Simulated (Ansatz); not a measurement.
# BePd3C (built on the sites of a database entry of CaPd3C): a soft mode frozen in, part 2 of 3

Which phase does BePd3C (built on the sites of a database entry of CaPd3C) fall into along its unstable mode, and how much energy does it gain?

Ansatz 0.2.0; DFT PBEsol, scalar-relativistic, plane waves, PAW.

So far, highest frequency on the path or at a solved wavevector (cm⁻¹): step 2 (the dispersion) 710. Also lowest frequency on the path (cm⁻¹): step 2 -132.

The structure was built from a prototype and need not be the compound's stable phase.

## (4) The mode frozen in, largest atomic shift 0.32 Å

The atoms are moved along the unstable eigenvector, the largest shift by 0.32 Å, with the cell fixed.

input.yaml

```yaml
crystal:
  lattice:
    - [4.0156977755, 0.0, 0.0]
    - [0.0, 4.0156977755, 0.0]
    - [0.0, 0.0, 8.031395551]
  atoms:
    - { symbol: Be, position: [-0.0796626176, -0.0019820809, 0.0] }
    - { symbol: Be, position: [0.0796626176, 0.0019820809, 0.5] }
    - { symbol: Pd, position: [0.0, 0.5, 0.25] }
    - { symbol: Pd, position: [0.0, 0.5, 0.75] }
    - { symbol: Pd, position: [0.5468437175, 0.5011655158, 0.0] }
    - { symbol: Pd, position: [0.4531562825, 0.4988344842, 0.5] }
    - { symbol: Pd, position: [0.5, 0.0, 0.25] }
    - { symbol: Pd, position: [0.5, 0.0, 0.75] }
    - { symbol: C, position: [0.5, 0.5, 0.25] }
    - { symbol: C, position: [0.5, 0.5, 0.75] }
kpoints:
  mp_grid: { grid: [10, 10, 6] }
hamiltonian:
  xc: pbesol
scf:
  occupations: { method: methfessel_paxton, width: 0.2 }
output:
  forces: true
  stress: true
  eigenvalues: true
```

Launch:

```sh
$ ansatz run input.yaml --threads 4 --pin off --max-ram 14336MiB --backend cpu --events-out ev --progress --plain --runs-dir out
```

Numbers of over 12 decimals in the logs are rounded to 6 here.

What it wrote:

```text
[...]
Crystal: 10 atoms, lattice volume = 129.513 Å³
Basis set: ecut = 420 eV, 2547 PW (Γ), exchange–correlation on 54×54×108 points (8 copies of the dense FFT grid, shifted against one another)
Bands: 72, of which v1, the nominal top of the filled ones, is band 60 counted from 1 (59 counted from 0)
Symmetry: 4 space group operations
[...]
k-points: 208 of 600
[...]
k-point 0: bands = [... 56 lower, 14.7803, 14.7949, 14.8029, 14.8380, 15.7997, 15.9440, 18.4749, 18.4870, ... 8 higher]
  k-point 1: bands = [... 56 lower, 14.7856, 14.7950, 14.8333, 14.8797, 15.7366, 15.8731, 18.4098, 18.5219, ... 8 higher]
  k-point 2: bands = [... 56 lower, 14.7951, 14.7952, 15.0740, 15.1114, 15.5781, 15.6743, 18.3630, 18.5712, ... 8 higher]
  k-point 207: bands = [... 56 lower, 15.1161, 15.1161, 15.6661, 15.6661, 15.6831, 15.6831, 17.6358, 17.6358, ... 8 higher]
[key lines of the parts left out:]
SCF converged after 7 iterations
Free energy (F): -42111.835413 eV
Fermi energy:    15.934818 eV
P = ⅓ Tr σ = 1.7070 GPa (17.070 kbar)
```

Wall time 45 s (4 threads of Arm Neoverse V1, shared host); peak memory 1.4 GiB; 2.9 min of CPU time.

Numbers from this step:

- pressure: 1.707 GPa
- energy from the undistorted cell: -12.22 meV/atom

The energy, extrapolated to zero smearing, is -12.22 meV/atom against the undistorted cell.

The run ends at a pressure of 1.71 GPa, with forces up to 0.15 eV/Å.

## (5) Energy along the mode, all amplitudes (two of the runs are shown above)

An imaginary frequency means negative curvature, so the energy should fall and then rise again as anharmonic terms take over.

Numbers from this step:

```yaml
depth_at_the_lowest_point_sampled: 12.22 meV/atom
largest_atomic_shift_at_that_point: 0.32 Å
```

Table of energy from the parent by largest atomic shift:

```csv
largest atomic shift (Å),energy from the parent (meV/atom)
0.000,0
0.040,-0.453
0.080,-1.69
0.140,-4.47
0.220,-8.70
0.320,-12.2
0.450,-7.37
0.600,22.6
```

Displacement at unit largest shift by atom:

```csv
atom,x (Å),y (Å),z (Å),size
Be1,-1.00,-0.03,0.00,1.00
Be2,1.00,0.03,0.00,1.00
Pd3,0.00,0.00,0.00,0.00
Pd4,0.00,0.00,0.00,0.00
Pd5,0.59,0.01,0.00,0.59
Pd6,-0.59,-0.01,0.00,0.59
Pd7,0.00,0.00,0.00,0.00
Pd8,0.00,0.00,0.00,0.00
C9,0.00,0.00,0.00,0.00
C10,0.00,0.00,0.00,0.00
```

The lowest of the steps tried is at 0.32 Å, 12.2 meV/atom below the parent; the bottom of the well need not coincide with a step.

## (6) Relaxing from the distorted cell

Starting from the lowest point found, all atoms and the cell are let go, so that strain and other modes of the same symmetry can join in.

Changes to input.yaml since step 4:

```diff
@@ -26 +26,10 @@
   eigenvalues: true
+  write_density: true
+  write_potential: true
+  elf: true
+  volumetric_format: npy
+relax:
+  adjacent_minimum: "off"
+  f_tol: 0.002
+  max_steps: 120
+  cell: { stress_tol: 0.03 }
```

What it wrote:

```text
[...]
Crystal: 10 atoms, lattice volume = 129.513 Å³
Basis set: ecut = 420 eV, 2547 PW (Γ), exchange–correlation on 54×54×108 points (8 copies of the dense FFT grid, shifted against one another)
Bands: 72, of which v1, the nominal top of the filled ones, is band 60 counted from 1 (59 counted from 0)
Symmetry: 4 space group operations
[...]
k-points: 208 of 600
[...]
SCF iter   1: F=—  HF=-42111.856062 eV  |F-HF|=—  |Δ(HF+E_count)|=         —  Δρ=8.53e-3  dr2=7.43e-2  ethr=1.77e-3  ⟨swp⟩=5.1  Hψ=54258  notcnv=0
[...]
SCF iter   7: F=-42111.835413 eV  HF=-42111.835413 eV  |F-HF|=1.17e-8  |Δ(HF+E_count)|=   8.80e-8  S|Δr|=    0.00e0  Δρ=4.46e-6  dr2=2.50e-8  ethr=8.33e-11  ⟨swp⟩=12.1  Hψ=91669  notcnv=0
SCF 1 converged in 7 iterations: F = -42111.835413 eV  dr2 = 2.50e-8
[...]
relax step   1: F+E_penalty+E_count = -42111.83541300 eV  Δ(F+E_penalty+E_count) = +0.000e0 eV  max|allowed force component| = 1.490e-1 eV/Å  Δτ_max = 0.0000 Å  P = +1.707 GPa  Ω = 129.513 Å³  (7 SCF iters, dr2 threshold 1.00e-7 eV, accepted)
Crystal: 10 atoms, lattice volume = 130.709 Å³
Basis set: ecut = 420 eV, 2579 PW (Γ), exchange–correlation on 54×54×108 points (8 copies of the dense FFT grid, shifted against one another)
[...]
SCF iter   6: F=-42111.847564 eV  HF=-42111.847564 eV  |F-HF|=8.34e-8  |Δ(HF+E_count)|=   5.05e-7  S|Δr|=    0.00e0  Δρ=1.03e-5  dr2=1.40e-7  ethr=8.33e-10  ⟨swp⟩=8.1  Hψ=90924  notcnv=0
SCF 2 converged in 6 iterations: F = -42111.847564 eV  dr2 = 1.40e-7
relax step   2: F+E_penalty+E_count = -42111.84756437 eV  Δ(F+E_penalty+E_count) = -1.215e-2 eV  max|allowed force component| = 7.495e-2 eV/Å  Δτ_max = 0.0216 Å  P = -0.073 GPa  Ω = 130.709 Å³  energy of the carried Pulay correction = -9.814e-4 eV  (6 SCF iters, dr2 threshold 1.00e-6 eV, accepted)
Crystal: 10 atoms, lattice volume = 130.773 Å³
Basis set: ecut = 420 eV, 2575 PW (Γ), exchange–correlation on 54×54×108 points (8 copies of the dense FFT grid, shifted against one another)
[...]
SCF iter   5: F=-42111.849949 eV  HF=-42111.849949 eV  |F-HF|=3.67e-7  |Δ(HF+E_count)|=   7.52e-7  S|Δr|=    0.00e0  Δρ=1.53e-5  dr2=5.90e-7  ethr=5.24e-10  ⟨swp⟩=9.2  Hψ=101594  notcnv=0
SCF 3 converged in 5 iterations: F = -42111.849949 eV  dr2 = 5.90e-7
relax step   3: F+E_penalty+E_count = -42111.84994911 eV  Δ(F+E_penalty+E_count) = -2.385e-3 eV  max|allowed force component| = 1.926e-2 eV/Å  Δτ_max = 0.0164 Å  P = -0.083 GPa  Ω = 130.773 Å³  energy of the carried Pulay correction = -1.034e-3 eV  (5 SCF iters, dr2 threshold 6.28e-7 eV, accepted)
[... from here on, the SCF cycles and remarks between the steps are left out ...]
relax step   4: F+E_penalty+E_count = -42111.85061579 eV  Δ(F+E_penalty+E_count) = -6.667e-4 eV  max|allowed force component| = 1.544e-2 eV/Å  Δτ_max = 0.0096 Å  P = -0.049 GPa  Ω = 130.812 Å³  energy of the carried Pulay correction = -1.066e-3 eV  (5 SCF iters, dr2 threshold 1.66e-7 eV, accepted)
relax step   5: F+E_penalty+E_count = -42111.85127835 eV  Δ(F+E_penalty+E_count) = -6.626e-4 eV  max|allowed force component| = 2.752e-2 eV/Å  Δτ_max = 0.0145 Å  P = +0.013 GPa  Ω = 130.820 Å³  energy of the carried Pulay correction = -1.072e-3 eV  (6 SCF iters, dr2 threshold 3.26e-8 eV, accepted)
relax step   6: F+E_penalty+E_count = -42111.77565005 eV  Δ(F+E_penalty+E_count) = +7.563e-2 eV  max|allowed force component| = 5.225e-1 eV/Å  Δτ_max = 0.1999 Å  P = +1.110 GPa  Ω = 130.956 Å³  energy of the carried Pulay correction = -1.183e-3 eV  (9 SCF iters, dr2 threshold 4.73e-8 eV, rejected (line search))
relax step   7: F+E_penalty+E_count = -42111.85401086 eV  Δ(F+E_penalty+E_count) = -2.733e-3 eV  max|allowed force component| = 4.910e-2 eV/Å  Δτ_max = 0.1000 Å  P = -0.086 GPa  Ω = 130.869 Å³  energy of the carried Pulay correction = -1.112e-3 eV  (11 SCF iters, accepted)
relax step   8: F+E_penalty+E_count = -42111.85397070 eV  Δ(F+E_penalty+E_count) = +4.016e-5 eV  max|allowed force component| = 3.705e-2 eV/Å  Δτ_max = 0.0637 Å  P = +0.011 GPa  Ω = 130.788 Å³  energy of the carried Pulay correction = -1.046e-3 eV  (7 SCF iters, dr2 threshold 2.11e-7 eV, rejected (line search))
relax step   9: F+E_penalty+E_count = -42111.85569438 eV  Δ(F+E_penalty+E_count) = -1.684e-3 eV  max|allowed force component| = 1.058e-2 eV/Å  Δτ_max = 0.0309 Å  P = -0.020 GPa  Ω = 130.777 Å³  energy of the carried Pulay correction = -1.037e-3 eV  (10 SCF iters, accepted)
relax step  10: F+E_penalty+E_count = -42111.85579011 eV  Δ(F+E_penalty+E_count) = -9.573e-5 eV  max|allowed force component| = 4.071e-3 eV/Å  Δτ_max = 0.0045 Å  P = -0.034 GPa  Ω = 130.770 Å³  energy of the carried Pulay correction = -1.031e-3 eV  (6 SCF iters, dr2 threshold 7.28e-9 eV, accepted)
relax step  11: F+E_penalty+E_count = -42111.85589176 eV  Δ(F+E_penalty+E_count) = -1.016e-4 eV  max|allowed force component| = 5.095e-3 eV/Å  Δτ_max = 0.0055 Å  P = +0.071 GPa  Ω = 130.677 Å³  energy of the carried Pulay correction = -9.554e-4 eV  (6 SCF iters, dr2 threshold 9.19e-9 eV, accepted)
relax step  12: F+E_penalty+E_count = -42111.85585758 eV  Δ(F+E_penalty+E_count) = +3.418e-5 eV  max|allowed force component| = 3.993e-3 eV/Å  Δτ_max = 0.0019 Å  P = -0.026 GPa  Ω = 130.737 Å³  energy of the carried Pulay correction = -1.004e-3 eV  (5 SCF iters, dr2 threshold 2.01e-8 eV, accepted)
relax step  13: F+E_penalty+E_count = -42111.85587304 eV  Δ(F+E_penalty+E_count) = -1.546e-5 eV  max|allowed force component| = 1.590e-3 eV/Å  Δτ_max = 0.0018 Å  P = -0.008 GPa  Ω = 130.737 Å³  energy of the carried Pulay correction = -1.004e-3 eV  (6 SCF iters, dr2 threshold 5.27e-9 eV, accepted)
relax step  14: F+E_penalty+E_count = -42111.85589290 eV  Δ(F+E_penalty+E_count) = -1.987e-5 eV  max|allowed force component| = 1.585e-3 eV/Å  Δτ_max = 0.0020 Å  P = +0.005 GPa  Ω = 130.735 Å³  energy of the carried Pulay correction = -1.003e-3 eV  (7 SCF iters, accepted)
relax step  15: F+E_penalty+E_count = -42111.85607828 eV  Δ(F+E_penalty+E_count) = -1.854e-4 eV  max|allowed force component| = 1.942e-2 eV/Å  Δτ_max = 0.0321 Å  P = +0.152 GPa  Ω = 130.723 Å³  energy of the carried Pulay correction = -9.933e-4 eV  (10 SCF iters, accepted)
relax step  16: F+E_penalty+E_count = -42111.85615856 eV  Δ(F+E_penalty+E_count) = -8.027e-5 eV  max|allowed force component| = 1.054e-2 eV/Å  Δτ_max = 0.0030 Å  P = +0.084 GPa  Ω = 130.751 Å³  energy of the carried Pulay correction = -1.016e-3 eV  (4 SCF iters, dr2 threshold 1.87e-7 eV, accepted)
relax step  17: F+E_penalty+E_count = -42111.85623991 eV  Δ(F+E_penalty+E_count) = -8.135e-5 eV  max|allowed force component| = 7.640e-3 eV/Å  Δτ_max = 0.0256 Å  P = -0.023 GPa  Ω = 130.842 Å³  energy of the carried Pulay correction = -1.090e-3 eV  (6 SCF iters, dr2 threshold 7.36e-8 eV, accepted)
relax step  18: F+E_penalty+E_count = -42111.85631052 eV  Δ(F+E_penalty+E_count) = -7.061e-5 eV  max|allowed force component| = 2.801e-3 eV/Å  Δτ_max = 0.0095 Å  P = -0.020 GPa  Ω = 130.813 Å³  energy of the carried Pulay correction = -1.066e-3 eV  (6 SCF iters, dr2 threshold 2.86e-8 eV, accepted)
relax step  19: F+E_penalty+E_count = -42111.85633890 eV  Δ(F+E_penalty+E_count) = -2.838e-5 eV  max|allowed force component| = 6.011e-4 eV/Å  Δτ_max = 0.0024 Å  P = -0.001 GPa  Ω = 130.810 Å³  energy of the carried Pulay correction = -1.064e-3 eV  (5 SCF iters, dr2 threshold 9.59e-9 eV, accepted)
relax step  20: F+E_penalty+E_count = -42111.85633948 eV  Δ(F+E_penalty+E_count) = -5.823e-7 eV  max|allowed force component| = 4.589e-4 eV/Å  Δτ_max = 0.0032 Å  P = +0.005 GPa  Ω = 130.814 Å³  energy of the carried Pulay correction = -1.067e-3 eV  (7 SCF iters, accepted)
relax step  21: F+E_penalty+E_count = -42111.85761930 eV  Δ(F+E_penalty+E_count) = -1.280e-3 eV  max|allowed force component| = 5.173e-4 eV/Å  Δτ_max = 0.0000 Å  P = +0.013 GPa  Ω = 130.814 Å³  stress off target by 3.07e-2 GPa  SCF on the basis re-selected at this cell (its energy is not comparable with the rows above)  (5 SCF iters)
relax step  22: F+E_penalty+E_count = -42111.85761786 eV  Δ(F+E_penalty+E_count) = +1.442e-6 eV  max|allowed force component| = 7.302e-4 eV/Å  Δτ_max = 0.0050 Å  P = -0.004 GPa  Ω = 130.835 Å³  energy of the carried Pulay correction = -1.459e-5 eV  (6 SCF iters, dr2 threshold 2.36e-9 eV, accepted)
[...]
SCF iter   5: F=-42111.857624 eV  HF=-42111.857624 eV  |F-HF|=1.46e-11  |Δ(HF+E_count)|=  1.46e-11  S|Δr|=    0.00e0  Δρ=6.83e-8  dr2=7.57e-12  ethr=1.00e-12  ⟨swp⟩=4.8  Hψ=51043  notcnv=0
SCF 23 converged in 5 iterations: F = -42111.857624 eV  dr2 = 7.57e-12
relax step  23: F+E_penalty+E_count = -42111.85762359 eV  Δ(F+E_penalty+E_count) = -5.732e-6 eV  max|allowed force component| = 7.295e-4 eV/Å  Δτ_max = 0.0000 Å  P = -0.004 GPa  Ω = 130.835 Å³  stress off target by 1.16e-2 GPa  SCF on the basis re-selected at this cell (its energy is not comparable with the rows above)  (5 SCF iters)
[...]
SCF converged after 5 iterations
[...]
Free energy (F): -42111.857624 eV
[...]
Internal energy: -42111.854146 eV  (E = F + TS)
E sigma→0 (E₀):  -42111.856754 eV
Entropy (-TS):   -0.003477 eV (-0.348 meV/atom)
Fermi energy:    15.722983 eV
[...]
--- Forces (eV/Å), atoms counted from 1 ---
  atom   1  Be    -0.00072953    -0.00041692    -0.00000000
  atom   2  Be     0.00072953     0.00041692     0.00000000
  atom   3  Pd     0.00000000     0.00000000    -0.00000000
  atom   4  Pd     0.00000000     0.00000000     0.00000000
  atom   5  Pd    -0.00025027     0.00065463    -0.00000000
  atom   6  Pd     0.00025027    -0.00065463     0.00000000
  atom   7  Pd    -0.00000000     0.00000000     0.00000000
  atom   8  Pd     0.00000000     0.00000000    -0.00000000
  atom   9  C     -0.00000000     0.00000000     0.00000000
  atom  10  C      0.00000000    -0.00000000     0.00000000
  max |Σ_I F_I| component: 1.08e-19 eV/Å
--- Stress (GPa, compression-positive) ---
        0.003735      -0.000762      -0.000000
       -0.000762      -0.003108      -0.000000
       -0.000000      -0.000000      -0.011573
  P = ⅓ Tr σ = -0.0036 GPa (-0.036 kbar)
--- Band table (eV; the first three rows and the last of 208) ---
  k-point 0: bands = [... 56 lower, 14.5085, 14.5636, 14.6457, 14.6473, 15.5179, 15.6796, 18.2063, 18.4210, ... 8 higher]
  k-point 1: bands = [... 56 lower, 14.4988, 14.5707, 14.6137, 14.7448, 15.4468, 15.6220, 18.2479, 18.3149, ... 8 higher]
  k-point 2: bands = [... 56 lower, 14.5596, 14.5760, 14.7643, 14.9734, 15.2740, 15.4614, 18.2183, 18.3023, ... 8 higher]
  k-point 207: bands = [... 56 lower, 14.9010, 14.9010, 15.2783, 15.2783, 15.6056, 15.6056, 17.3588, 17.3588, ... 8 higher]
--- Relaxed structure (21 steps of the walk, 19 accepted, 2 SCFs on fresh bases) ---
  F+E_penalty+E_count = -42111.85762359 eV   max|allowed force component| = 7.295e-4 eV/Å   (the final SCF, on the basis selected at the relaxed cell)
  cell:  # Å, volume = 130.8348 Å³
    - [4.055957, -0.061432, 0.0]
    - [-0.061432, 4.027437, 0.0]
    - [0.0, 0.0, 8.011274]
  atoms:
    - { symbol: Be, position: [-0.081320, 0.022790, 0] }
    - { symbol: Be, position: [0.081320, -0.022790, 0.5] }
    - { symbol: Pd, position: [8.673617379884035e-19, 0.500000, 0.25] }
    - { symbol: Pd, position: [8.673617379884035e-19, 0.500000, 0.75] }
    - { symbol: Pd, position: [0.556378, 0.526695, 0] }
    - { symbol: Pd, position: [0.443622, 0.473305, 0.5] }
    - { symbol: Pd, position: [0.500000, -8.673617379884035e-19, 0.25] }
    - { symbol: Pd, position: [0.500000, -8.673617379884035e-19, 0.75] }
    - { symbol: C, position: [0.5, 0.500000, 0.25] }
    - { symbol: C, position: [0.5, 0.500000, 0.75] }
```

The job ended after 15 min (4 threads; peak memory 1.5 GiB).

The steps of the relaxation (22 of 23):

```csv
step,energy less that of the first step (eV),largest force component (eV/Å),pressure (GPa),volume (Å³)
1,0.0000,0.1490,1.71,129.51
2,-0.0122,0.0750,-0.07,130.71
3,-0.0145,0.0193,-0.08,130.77
4,-0.0152,0.0154,-0.05,130.81
5,-0.0159,0.0275,0.01,130.82
6,0.0598,0.5225,1.11,130.96
7,-0.0186,0.0491,-0.09,130.87
8,-0.0186,0.0370,0.01,130.79
9,-0.0203,0.0106,-0.02,130.78
10,-0.0204,0.0041,-0.03,130.77
11,-0.0205,0.0051,0.07,130.68
13,-0.0205,0.0016,-0.01,130.74
14,-0.0205,0.0016,0.00,130.73
15,-0.0207,0.0194,0.15,130.72
16,-0.0207,0.0105,0.08,130.75
17,-0.0208,0.0076,-0.02,130.84
18,-0.0209,0.0028,-0.02,130.81
19,-0.0209,0.0006,0.00,130.81
20,-0.0209,0.0005,0.00,130.81
21*,-0.0222,0.0005,0.01,130.81
22,-0.0222,0.0007,0.00,130.83
23*,-0.0222,0.0007,0.00,130.83
```

Relaxation steps marked * repeat the geometry before them on a plane-wave basis chosen anew for their cell, so energy and pressure can jump there. Other such steps can lie between the rows shown. Relaxation steps 6, 8 were tried and not accepted.

The run keeps the 4 symmetry operations that it works with, so distortions that break them were not tested.

```csv
cell as run,before,after,change
a (Å),4.016,4.056,+1.0 %
b (Å),4.016,4.028,+0.3 %
c (Å),8.031,8.011,-0.3 %
γ (°),90.00,91.74,+1.9 %
volume (Å³/atom),12.95,13.08,+1.0 %
```

The atoms that moved most (Å, as changes of fractional coordinates times the final cell):

```csv
atom,dx,dy,dz,length
Pd5,0.037,0.102,0.000,0.109
Pd6,-0.037,-0.102,0.000,0.109
Be1,-0.008,0.100,0.000,0.100
Be2,0.008,-0.100,0.000,0.100
```

The relaxed structure:

```
Be Pd C
1.0
     4.05596   -0.06143    0.00000
    -0.06143    4.02744    0.00000
     0.00000    0.00000    8.01127
Be Pd C
2 6 2
Direct
  0.91868 0.02279 0.00000
  0.08132 0.97721 0.50000
  0.00000 0.50000 0.25000
  0.00000 0.50000 0.75000
  0.55638 0.52670 0.00000
  0.44362 0.47330 0.50000
  0.50000 0.00000 0.25000
  0.50000 0.00000 0.75000
  0.50000 0.50000 0.25000
  0.50000 0.50000 0.75000
```

Numbers from this step:

```
pressure        : -0.003649 GPa
volume per atom : 13.08 Å³
```

[end of part 2 of 3]

[Logs are printed without paths, hosts, clocks, repeated set-up lines and the standing remarks that a program may print on its own settings, such as how far it seeks lower states.]

[Hosts, paths, dates, database ids (printed as entryN), source tags and the programs' standing remarks are cut or masked in the printed files.]
